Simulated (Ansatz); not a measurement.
# What YAlSe3 (model cell, started as cubic perovskite with Al in the octahedra) distorts into, part 2 of 3

Wanted: the energy along a soft mode of YAlSe3 (model cell, started as cubic perovskite with Al in the octahedra) and the structure at the end.

Ansatz 0.2.0; DFT PBEsol, scalar-relativistic, plane waves, PAW; PAW set soft_1.

So far, highest frequency on the path or at a solved wavevector (cm⁻¹): step 2 (phonons on a q mesh) 354. Also lowest frequency on the path (cm⁻¹): step 2 -167.

The structure was built from a prototype and need not be the compound's stable phase.

### 6. Relaxation from the frozen mode

Starting from the lowest point found, all atoms and the cell are let go, so that strain and other modes of the same symmetry can join in.

Input file input.yaml:

```yaml
crystal:
  lattice:
    - [4.8323304856, 4.8323304856, 0.0]
    - [4.8323304856, 0.0, 4.8323304856]
    - [4.8323304856, 0.0, -4.8323304856]
  atoms:
    - { symbol: "Y", position: [0.0, 0.5, 0.5] }
    - { symbol: "Y", position: [0.0, 0.0, 0.0] }
    - { symbol: Al, position: [0.5, 0.25, 0.75] }
    - { symbol: Al, position: [0.5, 0.75, 0.25] }
    - { symbol: Se, position: [0.5, 0.5620818466, 0.5620818466] }
    - { symbol: Se, position: [0.5, -0.0620818466, -0.0620818466] }
    - { symbol: Se, position: [0.0, 0.0, 0.5] }
    - { symbol: Se, position: [0.0, 0.5, 0.0] }
    - { symbol: Se, position: [0.5, 0.0620818466, 0.4379181534] }
    - { symbol: Se, position: [0.5, 0.4379181534, 0.0620818466] }
kpoints:
  mp_grid: { grid: [8, 8, 8] }
hamiltonian:
  xc: pbesol
  pseudopotentials: { kind: paw, azcp: { folder: soft_1 }, xc_functional: pbe }
scf:
  occupations: { method: methfessel_paxton, width: 0.2 }
output:
  forces: true
  stress: true
  eigenvalues: true
  write_density: true
  write_potential: true
  elf: true
  volumetric_format: npy
relax:
  adjacent_minimum: "off"
  f_tol: 0.002
  max_steps: 120
  cell: { stress_tol: 0.03 }
```

Started as:

```bash
> ansatz run input.yaml --threads 4 --pin off --max-ram 16384MiB --backend cpu --events-out ev --progress --plain --runs-dir out
```

Numbers of over 12 decimals in the logs are rounded to 6 here.

What it wrote:

```text
[...]
Crystal: 10 atoms, lattice volume = 225.684 Å³
Basis set: ecut = 420 eV, 4477 PW (Γ), exchange–correlation on 96×96×96 points (8 copies of the dense FFT grid, shifted against one another)
Bands: 75, of which v1, the nominal top of the filled ones, is band 62 counted from 1 (61 counted from 0)
Symmetry: 16 space group operations
[...]
k-points: 59 of 512
[...]
SCF iter   1: F=—  HF=-41196.576001 eV  |F-HF|=—  |Δ(HF+E_count)|=         —  Δρ=3.70e-2  dr2=5.30e0  ethr=3.10e-3  ⟨swp⟩=7.0  Hψ=16932  notcnv=0
[...]
SCF iter  10: F=-41195.264709 eV  HF=-41195.264709 eV  |F-HF|=2.48e-8  |Δ(HF+E_count)|=   3.82e-7  S|Δr|=    0.00e0  Δρ=5.70e-6  dr2=9.48e-8  ethr=8.06e-11  ⟨swp⟩=13.2  Hψ=33580  notcnv=0
SCF 1 converged in 10 iterations: F = -41195.264709 eV  dr2 = 9.48e-8
[...]
relax step   1: F+E_penalty+E_count = -41195.26470889 eV  Δ(F+E_penalty+E_count) = +0.000e0 eV  max|allowed force component| = 8.378e-1 eV/Å  Δτ_max = 0.0000 Å  P = -0.807 GPa  Ω = 225.684 Å³  (10 SCF iters, dr2 threshold 1.00e-7 eV, accepted)
Crystal: 10 atoms, lattice volume = 220.592 Å³
Basis set: ecut = 420 eV, 4353 PW (Γ), exchange–correlation on 96×96×96 points (8 copies of the dense FFT grid, shifted against one another)
[...]
SCF iter   8: F=-41195.710368 eV  HF=-41195.710368 eV  |F-HF|=2.91e-8  |Δ(HF+E_count)|=   5.72e-7  S|Δr|=    0.00e0  Δρ=4.90e-6  dr2=6.39e-8  ethr=6.30e-10  ⟨swp⟩=9.7  Hψ=37040  notcnv=0
SCF 2 converged in 8 iterations: F = -41195.710368 eV  dr2 = 6.39e-8
[...]
relax step   2: F+E_penalty+E_count = -41195.71036769 eV  Δ(F+E_penalty+E_count) = -4.457e-1 eV  max|allowed force component| = 1.165e-1 eV/Å  Δτ_max = 0.1949 Å  P = +0.683 GPa  Ω = 220.592 Å³  energy of the carried Pulay correction = +3.681e-4 eV  (8 SCF iters, dr2 threshold 1.00e-6 eV, accepted)
Crystal: 10 atoms, lattice volume = 221.686 Å³
Basis set: ecut = 420 eV, 4337 PW (Γ), exchange–correlation on 96×96×96 points (8 copies of the dense FFT grid, shifted against one another)
[...]
SCF iter   5: F=-41195.752924 eV  HF=-41195.752924 eV  |F-HF|=6.57e-7  |Δ(HF+E_count)|=   3.79e-7  S|Δr|=    0.00e0  Δρ=1.40e-5  dr2=7.49e-7  ethr=8.06e-10  ⟨swp⟩=11.9  Hψ=42685  notcnv=0
SCF 3 converged in 5 iterations: F = -41195.752924 eV  dr2 = 7.49e-7
relax step   3: F+E_penalty+E_count = -41195.75292359 eV  Δ(F+E_penalty+E_count) = -4.256e-2 eV  max|allowed force component| = 6.676e-2 eV/Å  Δτ_max = 0.0001 Å  P = +0.007 GPa  Ω = 221.686 Å³  energy of the carried Pulay correction = +2.883e-4 eV  (5 SCF iters, dr2 threshold 1.00e-6 eV, accepted)
[...]
relax step   4: F+E_penalty+E_count = -41195.76405683 eV  Δ(F+E_penalty+E_count) = -1.113e-2 eV  max|allowed force component| = 7.833e-3 eV/Å  Δτ_max = 0.0061 Å  P = +0.231 GPa  Ω = 220.436 Å³  energy of the carried Pulay correction = +3.795e-4 eV  (5 SCF iters, dr2 threshold 1.00e-6 eV, accepted)
[...]
relax step   5: F+E_penalty+E_count = -41195.76452061 eV  Δ(F+E_penalty+E_count) = -4.638e-4 eV  max|allowed force component| = 4.071e-4 eV/Å  Δτ_max = 0.0012 Å  P = -0.042 GPa  Ω = 221.246 Å³  energy of the carried Pulay correction = +3.203e-4 eV  (5 SCF iters, dr2 threshold 1.59e-7 eV, accepted)
[...]
relax step   6: F+E_penalty+E_count = -41195.76454570 eV  Δ(F+E_penalty+E_count) = -2.508e-5 eV  max|allowed force component| = 4.703e-5 eV/Å  Δτ_max = 0.0001 Å  P = -0.000 GPa  Ω = 221.125 Å³  energy of the carried Pulay correction = +3.291e-4 eV  (5 SCF iters, dr2 threshold 6.00e-9 eV, accepted)
Basis set: ecut = 420 eV, 4329 PW (Γ), exchange–correlation on 96×90×90 points (8 copies of the dense FFT grid, shifted against one another)
[...]
SCF iter   7: F=-41195.764299 eV  HF=-41195.764299 eV  |F-HF|=7.28e-12  |Δ(HF+E_count)|=  2.18e-11  S|Δr|=    0.00e0  Δρ=5.95e-8  dr2=1.31e-11  ethr=1.00e-12  ⟨swp⟩=6.5  Hψ=18075  notcnv=0
SCF 7 converged in 7 iterations: F = -41195.764299 eV  dr2 = 1.31e-11
relax step   7: F+E_penalty+E_count = -41195.76429931 eV  Δ(F+E_penalty+E_count) = +2.464e-4 eV  max|allowed force component| = 6.292e-5 eV/Å  Δτ_max = 0.0000 Å  P = +0.000 GPa  Ω = 221.125 Å³  stress off target by 2.14e-3 GPa  SCF on the basis re-selected at this cell (its energy is not comparable with the rows above)  (7 SCF iters)
basis re-selected at this cell: Δ(F+E_penalty+E_count) = +2.464e-4 eV, ΔP = +0.000 GPa vs the last step (what re-selecting the basis moved, of the pressure what is left beyond the Pulay correction that the steps carried, after the strain that the cell walked since its last selection, with what the two solves' SCF thresholds leave and, on support functions, any second-order correction that the steps lacked; it is no measure of the basis error at this ecutwfc). The dense FFT grid was sized anew with the basis: this SCF ran on 48×45×45 points, the steps before it on 48×48×48, so part of this shift can come from that change (see relax.cell in the input reference). [rest of the remark cut]
SCF converged after 7 iterations
[...]
Free energy (F): -41195.764299 eV
[...]
Internal energy: -41195.771978 eV  (E = F + TS)
E sigma→0 (E₀):  -41195.766219 eV
Entropy (-TS):   0.007679 eV (0.768 meV/atom)
Fermi energy:    9.496645 eV
[...]
--- Forces (eV/Å), atoms counted from 1 ---
  atom   1  Y      0.00000000     0.00000000     0.00000000
  atom   2  Y      0.00000000     0.00000000     0.00000000
  atom   3  Al    -0.00000000     0.00000000    -0.00000000
  atom   4  Al    -0.00000000     0.00000000     0.00000000
  atom   5  Se    -0.00006292     0.00000000     0.00000000
  atom   6  Se     0.00006292     0.00000000     0.00000000
  atom   7  Se     0.00000000     0.00000000    -0.00000000
  atom   8  Se     0.00000000     0.00000000     0.00000000
  atom   9  Se     0.00000000    -0.00000000    -0.00006292
  atom  10  Se     0.00000000    -0.00000000     0.00006292
  max |Σ_I F_I| component: 4.34e-19 eV/Å
--- Stress (GPa, compression-positive) ---
       -0.000992       0.000000       0.000000
        0.000000       0.002143       0.000000
        0.000000       0.000000      -0.000992
  P = ⅓ Tr σ = 0.0001 GPa (0.001 kbar)
--- Band table (eV; the first three rows and the last of 59) ---
  k-point 0: bands = [... 58 lower, 8.7010, 8.7010, 9.4390, 9.4390, 9.6464, 10.4180, 11.5659, 11.6476, ... 9 higher]
  k-point 1: bands = [... 58 lower, 8.6704, 8.7556, 9.0793, 9.3780, 9.9833, 10.4940, 11.5395, 11.5560, ... 9 higher]
  k-point 2: bands = [... 58 lower, 8.5824, 8.6573, 8.7967, 9.2030, 10.3507, 10.7182, 11.5003, 11.5883, ... 9 higher]
  k-point 58: bands = [... 58 lower, 8.1852, 8.2287, 9.2986, 9.2986, 10.9926, 11.1100, 11.1475, 11.4853, ... 9 higher]
--- Relaxed structure (6 steps of the walk, 6 accepted, 1 SCFs on fresh bases) ---
  F+E_penalty+E_count = -41195.76429931 eV   max|allowed force component| = 6.292e-5 eV/Å   (the final SCF, on the basis selected at the relaxed cell)
  cell:  # Å, volume = 221.1254 Å³
    - [4.698654, 5.007969, 0.0]
    - [4.698654, 0, 4.698654]
    - [4.698654, 0, -4.698654]
  atoms:
    - { symbol: Y, position: [0, 0.5, 0.5] }
    - { symbol: Y, position: [0, -5.722690479131169e-19, -5.722690479131169e-19] }
    - { symbol: Al, position: [0.5, 0.250000, 0.750000] }
    - { symbol: Al, position: [0.5, 0.750000, 0.250000] }
    - { symbol: Se, position: [0.5, 0.581721, 0.581721] }
    - { symbol: Se, position: [0.5, -0.081721, -0.081721] }
    - { symbol: Se, position: [0, 0.0, 0.5] }
    - { symbol: Se, position: [0, 0.5, 0.0] }
    - { symbol: Se, position: [0.5, 0.081721, 0.418279] }
    - { symbol: Se, position: [0.5, 0.418279, 0.081721] }
```

Wall time 2.6 min (4 threads of Arm Neoverse V1, shared host); peak memory 1.2 GiB; 10 min of CPU time.

The steps of the relaxation:

```tsv
step	energy less that of the first step (eV)	largest force component (eV/Å)	pressure (GPa)	volume (Å³)
1	0.0000	0.8378	-0.81	225.68
2	-0.4457	0.1165	0.68	220.59
3	-0.4882	0.0668	0.01	221.69
4	-0.4993	0.0078	0.23	220.44
5	-0.4998	0.0004	-0.04	221.25
6	-0.4998	0.0000	0.00	221.13
7*	-0.4996	0.0001	0.00	221.13
```

Relaxation steps marked * repeat the geometry before them on a plane-wave basis chosen anew for their cell, so energy and pressure can jump there.

The run keeps the 16 symmetry operations that it works with, so distortions that break them were not tested.

```tsv
conventional cell, symmetrised	before	after	change
a (Å)	6.834	6.645	-2.8 %
b (Å)	6.834	6.645	-2.8 %
c (Å)	9.665	10.016	+3.6 %
volume (Å³/atom)	22.57	22.11	-2.0 %
```

The atoms that moved most (Å, as changes of fractional coordinates times the final cell):

```tsv
atom	dx	dy	dz	length
Se5	0.185	0.000	0.000	0.185
Se6	-0.185	0.000	0.000	0.185
Se9	0.000	0.000	0.185	0.185
Se10	0.000	0.000	-0.185	0.185
```

The relaxed structure:

```
Y Al Se
1.0
     4.69865    5.00797    0.00000
     4.69865    0.00000    4.69865
     4.69865    0.00000   -4.69865
Y Al Se
2 2 6
Direct
  0.00000 0.50000 0.50000
  0.00000 0.00000 0.00000
  0.50000 0.25000 0.75000
  0.50000 0.75000 0.25000
  0.50000 0.58172 0.58172
  0.50000 0.91828 0.91828
  0.00000 0.00000 0.50000
  0.00000 0.50000 0.00000
  0.50000 0.08172 0.41828
  0.50000 0.41828 0.08172
```

This step gave:

* pressure: 5.31e-5 GPa
* volume per atom: 22.11 Å³
* gap on the k-mesh: 0.2075 eV

ELF in the ac plane of the conventional cell at fractional y = 0.000, with atoms of Y and Al and Se within 0.2 Å of it. It is the smooth field of the valence electrons, not physical close to the nuclei.

Ten even steps from '_' (0.04) to '@' (0.83), each cell a mean:
```
____--++++**##**--::++####**++==..__
----::::==**##++::::==****==--::::--
%%**--....----::..__..----::..::++%%
@@%%**--..__..::==++--..____::++%%@@
##%%@@##--__--%%@@@@@@++__..++%%%%##
..**@@@@++..++@@%%**@@%%::::%%@@%%--
--**@@%%==__==@@@@%%@@##..::##@@%%==
%%@@%%++::__..**@@@@%%--__..==##@@%%
@@%%++::........::::..........--##@@
##++--..::==++==....::++++--..::==##
....--====**##**--::==####++==--::..
..__==++**####**--::++####**++++..__
____--++++**##**--::++####**++==..__
----::::==**##++::::==****==--::----
%%**--....----::..__..----::..::++%%
@@%%**--..__..::==++--..____::++%%@@
##%%@@##--__--%%@@@@@@++__..++%%%%##
..**@@@@++..++@@%%**@@%%::::%%@@%%--
--**@@%%==__==@@@@%%@@##..::##@@%%==
%%@@%%++::__..**@@@@%%--__..==##@@%%
@@%%++::........::::..........--##@@
##++::..::==++--....--++++--..::==##
....----==**##**--::++####++==--::..
..__==++**####**--::++####**++++..__
```
Columns run along a (6.6 Å), rows up along c (10.0 Å), edges of the conventional cell, whose origin can differ from the input's. Atoms in or near the plane, at fractional coordinates: Y at (0.50, 0.25), Y at (0.50, 0.75), Al at (0.00, 0.00), Al at (0.00, 0.50), Se at (0.00, 0.25), Se at (0.00, 0.75).

Electrostatic potential energy in the ac plane of the conventional cell at fractional y = 0.000, with atoms of Y and Al and Se within 0.2 Å of it. With pseudopotentials it is smooth inside the atoms' cores, unlike the true potential.

Ten even steps from '_' (-45 eV) to '@' (12 eV), each cell a mean:
```
@@####@@@@@@@@@@@@@@@@@@@@@@@@%%**%%
**##%%@@@@@@@@@@@@@@@@@@@@@@@@@@##**
%%%%@@@@@@@@@@@@@@@@@@@@@@@@@@@@@@%%
##%%@@@@@@@@@@##****##%%@@@@@@@@%%##
##**##@@@@@@##==..__::**%%@@@@%%**##
@@%%**@@@@%%**..______==%%@@@@%%**@@
@@####@@@@%%**::______==%%@@@@%%**%%
****%%@@@@@@%%++::::==##%%@@@@@@##**
%%%%@@@@@@@@@@%%%%##%%@@@@@@@@@@@@%%
##%%@@@@@@@@@@@@@@@@@@@@@@@@@@@@%%##
##**##@@@@@@@@@@@@@@@@@@@@@@@@%%####
@@####@@@@@@@@@@@@@@@@@@@@@@@@%%**@@
@@####@@@@@@@@@@@@@@@@@@@@@@@@%%**%%
**##%%@@@@@@@@@@@@@@@@@@@@@@@@@@##**
%%%%@@@@@@@@@@@@@@@@@@@@@@@@@@@@@@%%
##%%@@@@@@@@@@##****##%%@@@@@@@@%%##
##**##@@@@@@##==..__::**%%@@@@%%**##
@@%%**@@@@%%**..______==%%@@@@%%**@@
@@####@@@@%%**::______==%%@@@@%%**%%
****%%@@@@@@%%++::::==##%%@@@@@@##**
%%%%@@@@@@@@@@%%%%##%%@@@@@@@@@@@@%%
##%%@@@@@@@@@@@@@@@@@@@@@@@@@@@@%%##
##**##@@@@@@@@@@@@@@@@@@@@@@@@%%####
@@####@@@@@@@@@@@@@@@@@@@@@@@@%%**@@
```
Columns run along a (6.6 Å; values clipped at the 3rd and 97th percentile), rows up along c (10.0 Å), edges of the conventional cell, whose origin can differ from the input's. Atoms in or near the plane, at fractional coordinates: Y at (0.50, 0.25), Y at (0.50, 0.75), Al at (0.00, 0.00), Al at (0.00, 0.50), Se at (0.00, 0.25), Se at (0.00, 0.75).

Valence density in the ac plane of the conventional cell at fractional y = 0.000, with atoms of Y and Al and Se within 0.2 Å of it. It is the smooth field of the valence electrons, not physical close to the nuclei.

Values in e/Å³, 13 rows by 16 columns, each cell a mean:
```
 0  0  0  0  0  0  0  0  0  0  0  0  0  0  0  0
 0  0  0  0  0  0  0  0  0  0  0  0  0  0  0  0
11  2  0  0  0  0  1  2  3  2  0  0  0  0  1  6
23  4  1  0  0  0  2  3  3  2  1  0  0  0  1 13
 1  0  0  0  0  0  0  1  1  0  0  0  0  0  0  1
 0  0  0  0  0  0  0  0  0  0  0  0  0  0  0  0
 0  0  0  0  0  0  0  0  0  0  0  0  0  0  0  0
 0  0  0  0  0  0  0  0  0  0  0  0  0  0  0  0
 1  1  0  0  0  0  0  1  1  1  0  0  0  0  0  1
30  4  1  0  0  0  2  3  3  3  1  0  0  0  2 17
 4  1  0  0  0  0  1  2  2  1  0  0  0  0  1  3
 0  0  0  0  0  0  0  0  0  0  0  0  0  0  0  0
 0  0  0  0  0  0  0  0  0  0  0  0  0  0  0  0
```
Columns run along a (6.6 Å), rows up along c (10.0 Å), edges of the conventional cell, whose origin can differ from the input's. Atoms in or near the plane, at fractional coordinates: Y at (0.50, 0.25), Y at (0.50, 0.75), Al at (0.00, 0.00), Al at (0.00, 0.50), Se at (0.00, 0.25), Se at (0.00, 0.75).

The distorted start has space group I4/mcm; the relaxation ends in I4/mcm.

### 7. The new phase in its own primitive cell

The relaxed structure is symmetrised, reduced to its primitive cell and relaxed tightly, as its phonons need.

Input file input.yaml:

```yaml
crystal:
  lattice:
    - [-3.3224502685, 3.3224502685, 5.0079694089]
    - [3.3224502685, -3.3224502685, 5.0079694089]
    - [3.3224502685, 3.3224502685, -5.0079694089]
  atoms:
    - { symbol: "Y", position: [0.25, 0.75, 0.5] }
    - { symbol: "Y", position: [0.75, 0.25, 0.5] }
    - { symbol: Al, position: [0.0, 0.0, 0.0] }
    - { symbol: Al, position: [0.5, 0.5, 0.0] }
    - { symbol: Se, position: [0.1682787997, 0.6682787997, 0.8365575994] }
    - { symbol: Se, position: [0.8317212003, 0.3317212003, 0.1634424006] }
    - { symbol: Se, position: [0.25, 0.25, 0.0] }
    - { symbol: Se, position: [0.75, 0.75, 0.0] }
    - { symbol: Se, position: [0.3317212003, 0.1682787997, 0.5] }
    - { symbol: Se, position: [0.6682787997, 0.8317212003, 0.5] }
kpoints:
  mp_grid: { grid: [6, 6, 6] }
hamiltonian:
  xc: pbesol
  pseudopotentials: { kind: paw, azcp: { folder: soft_1 }, xc_functional: pbe }
scf:
  occupations: { method: methfessel_paxton, width: 0.2 }
output:
  forces: true
  stress: true
  eigenvalues: true
relax:
  adjacent_minimum: "off"
  f_tol: 0.001
  max_steps: 60
  cell: { stress_tol: 0.01 }
```

What it wrote:

```text
[...]
Crystal: 10 atoms, lattice volume = 221.125 Å³
Basis set: ecut = 420 eV, 4329 PW (Γ), exchange–correlation on 96×96×96 points (8 copies of the dense FFT grid, shifted against one another)
Bands: 75, of which v1, the nominal top of the filled ones, is band 62 counted from 1 (61 counted from 0)
Symmetry: 16 space group operations
[...]
k-points: 30 of 216
[...]
- { symbol: Al, position: [0.0, 0.0, 0.0] }
    - { symbol: Al, position: [0.500000, 0.500000, 0.0] }
    - { symbol: Se, position: [0.168279, 0.668279, 0.836558] }
    - { symbol: Se, position: [0.831721, 0.331721, 0.163442] }
    - { symbol: Se, position: [0.250000, 0.250000, 0.0] }
    - { symbol: Se, position: [0.750000, 0.750000, 0.0] }
    - { symbol: Se, position: [0.331721, 0.168279, 0.5] }
    - { symbol: Se, position: [0.668279, 0.831721, 0.5] }
[key lines of the parts left out:]
SCF converged after 6 iterations
Free energy (F): -41195.764060 eV
Fermi energy:    9.507669 eV
P = ⅓ Tr σ = 0.0010 GPa (0.010 kbar)
```

Elapsed: 21 s, on 4 threads; peak memory 0.94 GiB; 81 s of CPU time.

Little changed from the start: no atom moved by 0.005 Å and no cell edge by 0.1 %.

This step gave:

```
pressure           : 9.68e-4 GPa
gap on the k-mesh  : 0.2073 eV
direct gap on mesh : 0.2073 eV
```

The largest force component left is 0.13 meV/Å and the pressure is 0.001 GPa, within the tolerances set. The cell now holds 22.11 Å³/atom.

[end of part 2 of 3]

[Logs are printed without paths, hosts, clocks, repeated set-up lines and the standing remarks that a program may print on its own settings, such as how far it seeks lower states.]

[Hosts, paths, dates, database ids (printed as entryN), source tags and the programs' standing remarks are cut or masked in the printed files.]
